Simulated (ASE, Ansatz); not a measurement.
# Energy and forces of (18,18) 1T-TiS2 nanotube (540 atoms)

What does DFT give for (18,18) 1T-TiS2 nanotube (540 atoms) as built?

Calculated with Ansatz 0.2.0; Kohn-Sham DFT, PBE+D3(BJ), PAW (set soft_2), localised support functions (medium).

## (1) The structure

The cell holds 540 atoms: 180 Ti and 360 S. Cell: a = 48.638 Å, b = 48.638 Å, c = 17.050 Å, α = 90.0°, β = 90.0°, γ = 90.0°. It derives from TiS2 (1T-TiS2). 1T-TiS2 sheet (a = 3.41 Å) rolled into a (18,18) tube of diameter 33.84 Å, 5 periods, 12 Å of vacuum; not relaxed, displaced by a Gaussian of 0.02 Å. Vacuum lies along a and b. The structure repeats along c.

Limits known from the start: Beside vacuum, support functions can miss their usual error bounds without a warning. The main run has no spin polarisation, so moments on Ti can't form in it, and no Hubbard term. The Brillouin zone is sampled at Γ only, in a cell whose periodic width is 17 Å.

## (2) Support functions medium

One self-consistent run at the given positions yields energy and forces.

Input file input.yaml:

```yaml
crystal:
  lattice:
    - [48.63848, 0.0, 0.0]
    - [0.0, 48.63848, 0.0]
    - [0.0, 0.0, 17.05]
  atoms:
    - { symbol: Ti, position: [0.84812, 0.49901, 0.9973] }
    - { symbol: S, position: [0.87675, 0.52189, 0.09717] }
    - { symbol: S, position: [0.81616, 0.53747, 0.99874] }
    - { symbol: Ti, position: [0.84306, 0.56012, 0.10374] }
    - { symbol: S, position: [0.86701, 0.58652, 0.99773] }
    - { symbol: S, position: [0.80553, 0.59176, 0.10086] }
    - { symbol: Ti, position: [0.82704, 0.61955, 0.20114] }
    - { symbol: S, position: [0.84617, 0.6498, 0.10218] }
    - { symbol: S, position: [0.78495, 0.64286, 0.2019] }
    - { symbol: Ti, position: [0.80144, 0.67438, 0.09969] }
    - { symbol: S, position: [0.81497, 0.70691, 0.00055] }
    - { symbol: S, position: [0.75572, 0.69111, 0.09989] }
    - { symbol: Ti, position: [0.76714, 0.72393, 0.19995] }
    - { symbol: S, position: [0.774, 0.75874, 0.10057] }
    - { symbol: S, position: [0.71814, 0.7316, 0.1997] }
    - { symbol: Ti, position: [0.72309, 0.76637, 0.10153] }
    - { symbol: S, position: [0.725, 0.8019, 0.00068] }
    - { symbol: S, position: [0.67567, 0.76601, 0.10105] }
    - { symbol: Ti, position: [0.67413, 0.80163, 0.20168] }
    - { symbol: S, position: [0.66939, 0.83716, 0.10126] }
    - { symbol: S, position: [0.62612, 0.79296, 0.20036] }
    - { symbol: Ti, position: [0.61914, 0.82701, 0.10056] }
    - { symbol: S, position: [0.60824, 0.86056, 0.19932] }
    - { symbol: S, position: [0.57308, 0.81006, 0.09933] }
    - { symbol: Ti, position: [0.5601, 0.84211, 0.20001] }
    - { symbol: S, position: [0.54299, 0.8748, 0.09957] }
    - { symbol: S, position: [0.51843, 0.81705, 0.20035] }
    - { symbol: Ti, position: [0.50038, 0.84851, 0.10056] }
    - { symbol: S, position: [0.47843, 0.87728, 0.00043] }
    - { symbol: S, position: [0.4626, 0.81573, 0.10084] }
    - { symbol: Ti, position: [0.44001, 0.84303, 0.9974] }
    - { symbol: S, position: [0.41275, 0.86652, 0.10096] }
    [... 502 atom lines left out ...]
    - { symbol: Ti, position: [0.82648, 0.38062, 0.00271] }
    - { symbol: S, position: [0.86164, 0.39152, 0.89822] }
    - { symbol: S, position: [0.80957, 0.42688, 0.79946] }
    - { symbol: Ti, position: [0.84283, 0.43981, 0.89864] }
    - { symbol: S, position: [0.8744, 0.45544, 0.80001] }
    - { symbol: S, position: [0.81767, 0.48171, 0.90134] }
kpoints:
  mp_grid: { grid: [1, 1, 1] }
hamiltonian:
  xc: pbe
  dispersion: d3bj
scf:
  occupations: { method: fermi_dirac, width: 0.025 }
  eigensolver: { kind: { support_functions: { accuracy: medium } } }
  mixing: { beta: 0.2 }
  max_iter: 150
output:
  forces: true
```

Run with:

```
ansatz run input.yaml --threads 32 --pin off --max-ram 143360MiB --backend cuda --events-out ev --progress --plain --runs-dir out
```

Numbers of over 12 decimals in the logs are rounded to 6 here.

The log of the run:

```text
Warning: scf.eigensolver.kind.support_functions: disabling space-group detection — the functions' gradient is summed over unrotated k-points, so no spatial operation reduces the k-mesh or symmetrises the density; time reversal is kept, so that k and −k are solved as one point where they differ and the mesh holds both, and exact exchange and, on two spinor components, a DFT+U term hold to it where the run has them: [...]
settings of this run that can trade accuracy for cost: scf.eigensolver.kind.support_functions [...]
Engine: ansatz 0.2.0, aarch64-unknown-linux-gnu
Pseudopotentials: kind: paw
Pseudopotential: Ti, paw, valence charge 12, recommended cutoff 420 eV (normal), Ti.paw.azcp
Pseudopotential: S, paw, valence charge 6, recommended cutoff 420 eV (normal), S.paw.azcp
[... 5 lines on functional and potentials left out ...]
device memory: the entry about to start is reckoned to put 29.4 GiB on a device that reports 182.5 GiB free
GPU FFT provider: cuFFT
GPU libraries: cuBLAS 13.8.1, cuFFT 12.4.0, cuSOLVER 12.3.2
GPU matrix products: emulated (plane waves: as basis.precision tells), large ones in fixed point in workspaces of 1.00 GiB
Crystal: 540 atoms, lattice volume = 40335.215 Å³
Basis set: ecut = 420 eV, 788441 PW (Γ), exchange–correlation on 720×720×240 points (8 copies of the dense FFT grid, shifted against one another)
Bands: 2592, of which v1, the nominal top of the filled ones, is band 2160 counted from 1 (2159 counted from 0)
Symmetry: 1 space group operations
k-points: 1
[... 5 lines on functional and potentials left out ...]
Initial density: superposition of atomic densities (neutral atoms: chi_scale 0, normalization atom)
Initial wavefunctions: pseudopotential atomic-orbital guess
GPU buffer pool allocated for 15552000 grid points (all kernels)
Eigensolver: Support functions (medium, 216×216×90 points, laid for a spacing of at most 0.228497 Å, radius 4.241088 Å, 1459 sites without an atom, 1 species' potentials softened for the grid, 2 wholly corrected for its errors in the mean over positions, 2 with the egg-box correction, energy correction by stochastic trace)
Functional: x = pbe(κ = 0.804, μ = 0.219515), c = pbe(β = 0.066725)
SCF iter   1: F=—  HF=-775514.060728 eV  |F-HF|=—  |Δ(HF+E_count)|=         —  Δρ=3.32e-2  dr2=6.37e2  ethr=1.00e-1
preconditioner: auto → Resta (q_TF=auto, 1.880 Å⁻¹)  ε∞=8.4  [insulator: Δε(μ)=1.004 eV  Ē_g=7.306 eV  σ=0.025 eV  W_gap=1.00  n_scr=4498 (ndim 8)  ℏωp=9.9 eV  f_vac=0.694  D(μ)=0.00/eV (n_scr^D=0)  ε∞_Penn≈2.8  vacuum switching on, ρ_ref=9.7e-4 e/Å³]
SCF iter   2: F=—  HF=-775575.133581 eV  |F-HF|=—  |Δ(HF+E_count)|=    6.11e1  Δρ=2.11e-2  dr2=2.55e2  ethr=1.48e-2
preconditioner: auto → Resta (q_TF=auto, 1.880 Å⁻¹)  ε∞=5.4  [insulator: Δε(μ)=0.355 eV  Ē_g=6.689 eV  σ=0.025 eV  W_gap=1.00  n_scr=4498 (ndim 8)  ℏωp=9.9 eV  f_vac=0.695  D(μ)=0.20/eV (n_scr^D=0)  ε∞_Penn≈3.2  vacuum switching off (levels at the Fermi level)]
SCF iter   3: F=—  HF=-775550.707338 eV  |F-HF|=—  |Δ(HF+E_count)|=    2.44e1  Δρ=1.44e-2  dr2=1.52e2  ethr=5.91e-3  κ⁻¹=1.0e0(r=1)
SCF iter   4: F=—  HF=-775532.517901 eV  |F-HF|=—  |Δ(HF+E_count)|=    1.82e1  Δρ=9.41e-3  dr2=8.89e1  ethr=3.52e-3  κ⁻¹=1.1e-2(r=2)
SCF iter   5: F=—  HF=-775517.830546 eV  |F-HF|=—  |Δ(HF+E_count)|=    1.47e1  Δρ=4.33e-3  dr2=1.54e1  ethr=2.06e-3  κ⁻¹=5.5e-4(r=3)
SCF iter   6: F=—  HF=-775517.024868 eV  |F-HF|=—  |Δ(HF+E_count)|=   8.06e-1  Δρ=2.79e-3  dr2=8.24e0  ethr=3.57e-4  κ⁻¹=2.9e-4(r=4)
SCF iter   7: F=—  HF=-775516.295667 eV  |F-HF|=—  |Δ(HF+E_count)|=   7.29e-1  Δρ=2.46e-3  dr2=6.47e0  ethr=1.91e-4  κ⁻¹=1.5e-4(r=5)
SCF iter   8: F=—  HF=-775514.917867 eV  |F-HF|=—  |Δ(HF+E_count)|=    1.38e0  Δρ=1.18e-3  dr2=3.74e0  ethr=1.50e-4  κ⁻¹=1.1e-4(r=6)
SCF iter   9: F=—  HF=-775514.600898 eV  |F-HF|=—  |Δ(HF+E_count)|=   3.17e-1  Δρ=1.28e-3  dr2=1.90e0  ethr=8.66e-5  κ⁻¹=3.1e-5(r=7)
SCF iter  10: F=—  HF=-775514.531285 eV  |F-HF|=—  |Δ(HF+E_count)|=   6.96e-2  Δρ=1.45e-3  dr2=1.84e0  ethr=4.39e-5  κ⁻¹=4.7e-5(r=7)
[...]
SCF iter  21: F=—  HF=-775514.495179 eV  |F-HF|=—  |Δ(HF+E_count)|=   1.54e-2  Δρ=2.73e-5  dr2=8.30e-4  ethr=3.34e-8  κ⁻¹=3.0e-5(r=7)
SCF iter  22: F=—  HF=-775514.505313 eV  |F-HF|=—  |Δ(HF+E_count)|=   1.01e-2  Δρ=2.51e-5  dr2=4.61e-4  ethr=1.92e-8  κ⁻¹=4.0e-5(r=7)
SCF iter  23: F=—  HF=-775514.513227 eV  |F-HF|=—  |Δ(HF+E_count)|=   7.91e-3  Δρ=1.59e-5  dr2=2.21e-4  ethr=1.07e-8  κ⁻¹=2.6e-5(r=7)
SCF iter  24: F=—  HF=-775514.517224 eV  |F-HF|=—  |Δ(HF+E_count)|=   4.00e-3  Δρ=9.03e-6  dr2=9.43e-5  ethr=5.11e-9  κ⁻¹=2.7e-5(r=7)
SCF iter  25: F=—  HF=-775514.519004 eV  |F-HF|=—  |Δ(HF+E_count)|=   1.78e-3  Δρ=7.38e-6  dr2=6.27e-5  ethr=2.18e-9  κ⁻¹=2.4e-5(r=7)
SCF iter  26: F=—  HF=-775514.520838 eV  |F-HF|=—  |Δ(HF+E_count)|=   1.83e-3  Δρ=5.97e-6  dr2=3.62e-5  ethr=1.45e-9  κ⁻¹=5.9e-5(r=7)
SCF iter  27: F=—  HF=-775514.522218 eV  |F-HF|=—  |Δ(HF+E_count)|=   1.38e-3  Δρ=3.49e-6  dr2=2.18e-5  ethr=8.38e-10  κ⁻¹=1.4e-4(r=7)
SCF iter  28: F=—  HF=-775514.523406 eV  |F-HF|=—  |Δ(HF+E_count)|=   1.19e-3  Δρ=2.83e-6  dr2=1.10e-5  ethr=5.04e-10  κ⁻¹=2.8e-5(r=7)
SCF iter  29: F=—  HF=-775514.523506 eV  |F-HF|=—  |Δ(HF+E_count)|=   9.95e-5  Δρ=2.57e-6  dr2=7.77e-6  ethr=2.54e-10  κ⁻¹=1.5e-5(r=7)
SCF iter  30: F=-775514.523800 eV  HF=-775514.523575 eV  |F-HF|=2.25e-4  |Δ(HF+E_count)|=   6.98e-5  Δρ=1.75e-6  dr2=4.90e-6  ethr=1.80e-10
SCF 1 converged in 30 iterations: F = -775514.549998 eV  dr2 = 4.90e-6
  greatest PAW one-centre occupation: 0.999 electrons in one spin orbital (limit 2), on the Ti atom at site 435 (counted from 0), in its partial waves of l = 0
SCF converged after 30 iterations
Stability not checked: this state was not tested for a lower state beside it, because the mixer in use, unlike msr1, does not test its closes by its own steps (another_mixer; see scf.mixing.algorithm and scf.lower_state_search)
Free energy (F): -775514.549998 eV
Harris-Foulkes:  -775514.549774 eV  (|F-HF|=2.25e-4)
Internal energy: -775514.295728 eV  (E = F + TS)
E sigma→0 (E₀):  -775514.422863 eV
Entropy (-TS):   -0.254270 eV (-0.471 meV/atom)
Fermi energy:    -2.287064 eV
--- Per-component energies (eV) ---
  E_band       = -82272.141592
  E_kinetic    = 87279.855200
  E_local      = -3073410.434022  (includes V_loc(G=0)·N_el)
  E_nonlocal   = 11290.547952
  E_softening  = -0.003647  (part of E_nonlocal)
  E_grid_corr  = -0.005938  (part of E_nonlocal)
  E_hartree    = 1489114.145462
  E_xc         = -52594.151196
  E_vxc        = -53533.509102  (∫ρ·V_xc dr)
  E_paw        = -404421.038228  (= ΣΔE_a)
  E_vpaw       = -32129.102749  (= ΣTr[D̂ρ^β])
  E_aug_tail   = 0.023159  (compensation charges beyond the density's cutoff)
  E_ewald      = 1167374.034532
  E_disp       = -147.252390  (pairwise vdW)
  E_smearing   = -0.254270  (= −TS)
  E_closure    = -0.000000  (closes the sum)
  E_support_correction = -0.026198  (second-order, or where that is not computed along the SCF)
  E_support_correction_error = 2.6e-3  (of E_support_correction; not in F)
  Σ components = -775514.549998   (vs F -775514.549998, Δ=0.00e0)
--- Forces (eV/Å), atoms counted from 1 ---
[... 540 lines of forces left out ...]
  max |Σ_I F_I| component: 3.57e-3 eV/Å
--- Band table (eV) ---
[... left out ...]
  guard bands above this table: 375 of the run's 2592 bands (output.publish_guard_bands: true publishes all)
```

Run time: 32 s. Hardware: 1 × NVIDIA GB200 with 32 threads of Arm Neoverse V2, shared host; peak memory 7.6 GiB.

That memory is the host's; the program planned up to 29.4 GiB on the GPU. Forces of this run were stored rounded, and per-atom blocks of the log weren't kept.

The program notes that the band table was not solved further than the SCF left it and it switched symmetry off. Further notices: vacuum switching off with vacuum.

Numbers from this run:

```yaml
free_energy: -775514.5500 eV
free_energy_per_atom: -1436.1381 eV/atom
scf_cycles: 30
r_m_s_force_component: 0.3685 eV/Å
longest_force: 1.401 eV/Å
fermi_energy: -2.287 eV
levels_partly_filled_by_over_2_per_cent: 11
```

Length of the force by element:

| element | coordination | atoms | mean length of the force (eV/Å) | spread | least | most |
| --- | --- | --- | --- | --- | --- | --- |
| S | all | 360 | 0.476 | 0.205 | 0.0481 | 1.06 |
| Ti | all | 180 | 0.797 | 0.22 | 0.211 | 1.40 |

The levels nearest the highest filled one (over half full), pooled over k-points and spins:

| level less the highest filled one (eV) | occupation |
| --- | --- |
| -0.159 | 2.00 |
| -0.109 | 1.99 |
| -0.0997 | 1.99 |
| -0.0151 | 1.78 |
| -0.0077 | 1.72 |
| 0 | 1.63 |
| 0.0501 | 0.746 |
| 0.0627 | 0.528 |
| 0.0679 | 0.452 |
| 0.0776 | 0.331 |
| 0.0829 | 0.276 |
| 0.0908 | 0.209 |

## (3) Local order

These statistics describe the geometry on which the runs were made.

Normalised to the volume that the atoms fill. g(r), total and by pair (bins of 0.2 Å):

| r (Å) | total | S-S | S-Ti | Ti-Ti |
| --- | --- | --- | --- | --- |
| 2.30 | 3.33 | 0.00 | 7.50 | 0.00 |
| 2.50 | 9.44 | 0.00 | 21.19 | 0.00 |
| 2.70 | 0.00 | 0.00 | 0.00 | 0.00 |
| 2.90 | 0.00 | 0.00 | 0.00 | 0.00 |
| 3.10 | 1.43 | 3.21 | 0.00 | 0.00 |
| 3.30 | 3.27 | 4.38 | 0.00 | 11.90 |
| 3.50 | 6.65 | 10.65 | 0.00 | 17.25 |
| 3.70 | 1.54 | 3.46 | 0.00 | 0.00 |
| 3.90 | 0.18 | 0.00 | 0.41 | 0.00 |
| 4.10 | 2.24 | 0.00 | 5.04 | 0.00 |
| 4.30 | 1.88 | 0.00 | 4.23 | 0.00 |
| 4.50 | 0.00 | 0.00 | 0.01 | 0.00 |
| 4.70 | 0.04 | 0.09 | 0.00 | 0.00 |
| 4.90 | 1.55 | 3.50 | 0.00 | 0.00 |
| 5.10 | 0.51 | 0.00 | 1.15 | 0.00 |
| 5.30 | 2.46 | 0.73 | 4.79 | 0.00 |
| 5.50 | 2.54 | 0.24 | 5.48 | 0.00 |
| 5.70 | 0.66 | 1.24 | 0.25 | 0.04 |
| 5.90 | 3.51 | 5.46 | 0.00 | 9.71 |
| 6.10 | 0.60 | 1.36 | 0.00 | 0.00 |
| 6.30 | 0.79 | 1.78 | 0.00 | 0.00 |
| 6.50 | 0.14 | 0.30 | 0.00 | 0.00 |
| 6.70 | 0.49 | 0.24 | 0.00 | 3.49 |
| 6.90 | 1.38 | 0.98 | 1.18 | 3.83 |
| 7.10 | 0.70 | 0.18 | 1.40 | 0.00 |
| 7.30 | 1.65 | 0.90 | 2.81 | 0.00 |
| 7.50 | 0.96 | 0.82 | 1.34 | 0.00 |
| 7.70 | 1.05 | 2.09 | 0.26 | 0.00 |

Bonds by pair of elements; cutoffs follow the first minimum of g(r), held within bounds set by covalent radii, and pairs that aren't listed don't count as bonded:

| pair A-B | cutoff (Å) | bonds | mean length (Å) | spread (Å) | shortest (Å) | B about A | A about B |
| --- | --- | --- | --- | --- | --- | --- | --- |
| S-Ti | 3.1 | 1080 | 2.43 | 0.048 | 2.30 | 3 | 6 |

How many atoms have how many bonded neighbours:

| element | mean | 3 | 6 |
| --- | --- | --- | --- |
| S | 3 | 360 | 0 |
| Ti | 6 | 0 | 180 |

Bond angles, per cent of each kind in bins of 5°:

| angle (°) | S-Ti-S | Ti-S-Ti |
| --- | --- | --- |
| 80–85 | 12.2 | 0.6 |
| 85–90 | 21.3 | 66.7 |
| 90–95 | 43.4 | 32.7 |
| 95–100 | 3.1 | 0.0 |
| 100–105 | 0.0 | 0.0 |
| 105–110 | 0.0 | 0.0 |
| 110–115 | 0.0 | 0.0 |
| 115–120 | 0.0 | 0.0 |
| 120–125 | 0.0 | 0.0 |
| 125–130 | 0.0 | 0.0 |
| 130–135 | 0.0 | 0.0 |
| 135–140 | 0.0 | 0.0 |
| 140–145 | 0.0 | 0.0 |
| 145–150 | 0.0 | 0.0 |
| 150–155 | 0.0 | 0.0 |
| 155–160 | 0.0 | 0.0 |
| 160–165 | 0.0 | 0.0 |
| 165–170 | 1.4 | 0.0 |
| 170–175 | 9.3 | 0.0 |
| 175–180 | 9.3 | 0.0 |

Bond angles (no mean is given where the spread exceeds 20°):

| angle | count | mean (°) | spread (°) |
| --- | --- | --- | --- |
| S-Ti-S | 2700 | - | - |
| Ti-S-Ti | 1080 | 89 | 1.8 |

For some of the pairs, g(r) has its first main peak near 2.43 Å (S-Ti) and 3.41 Å (Ti-Ti). Counting bonds as in the table, all S atoms have 3 and all Ti atoms have 6 bonded neighbours.

Local excerpt of 13 atoms (numbers count through the whole input) about Ti517, which bears the longest force; x, y, z are measured from there.

| atom | x | y | z | distance (Å) | bonds | Fx | Fy | Fz (eV/Å) |
| --- | --- | --- | --- | --- | --- | --- | --- | --- |
| Ti517 | 0.00 | 0.00 | 0.00 | 0.00 | 6 | 0.29 | -1.33 | 0.33 |
| S519 | 1.56 | 1.77 | 0.01 | 2.36 | 3 | -0.29 | 0.43 | 0.25 |
| S516 | -1.12 | 1.24 | -1.66 | 2.36 | 3 | 0.01 | 0.41 | -0.17 |
| S84 | -1.12 | 1.20 | 1.77 | 2.41 | 3 | 0.10 | 0.46 | -0.25 |
| S518 | 1.30 | -1.24 | -1.68 | 2.46 | 3 | -0.06 | 0.63 | 0.17 |
| S86 | 1.32 | -1.26 | 1.74 | 2.52 | 3 | -0.19 | 0.97 | -0.05 |
| S83 | -1.88 | -1.75 | 0.02 | 2.57 | 3 | 0.12 | 0.99 | 0.00 |
| Ti514 | -2.87 | -0.32 | -1.69 | 3.35 | 6 | -0.54 | -0.99 | 0.28 |
| Ti409 | 0.02 | -0.05 | -3.39 | 3.39 | 6 | 0.17 | -0.99 | -0.15 |
| Ti520 | 2.87 | 0.75 | -1.66 | 3.40 | 6 | 0.26 | -1.16 | -0.37 |
| Ti82 | -2.93 | -0.29 | 1.74 | 3.42 | 6 | -0.07 | -0.95 | -0.06 |
| Ti88 | 2.89 | 0.68 | 1.70 | 3.42 | 6 | 0.07 | -0.58 | 0.37 |
| Ti85 | 0.01 | -0.03 | 3.47 | 3.47 | 6 | 0.35 | -1.10 | -0.20 |

The column of bonds counts only the pairs S-Ti within 3.10 Å; other neighbours, such as metal atoms beside each other in a compound, aren't counted, and periodic images can show an atom twice.

## (4) Summary of results

```
free energy per atom       : -1436.1381 eV/atom
r.m.s. force component     : 0.3685 eV/Å
wall time of the 1 DFT run : 32 s
```

In words: 11 levels are partly filled, by over 2 % (at Γ alone): no clear gap opens at this level. Levels of broken or missing bonds inside a gap of the host would look the same. Counting bonds as in the table, all S atoms have 3 and all Ti atoms have 6 bonded neighbours.

**Limits.** The geometry was built by rule, was displaced at random and isn't relaxed at this level: its force components are 0.37 eV/Å r.m.s.

[Logs are printed without paths, hosts, clocks, repeated set-up lines and the standing remarks that a program may print on its own settings, such as how far it seeks lower states.]

[Hosts, paths, dates, database ids (printed as entryN), source tags and the programs' standing remarks are cut or masked in the printed files.]
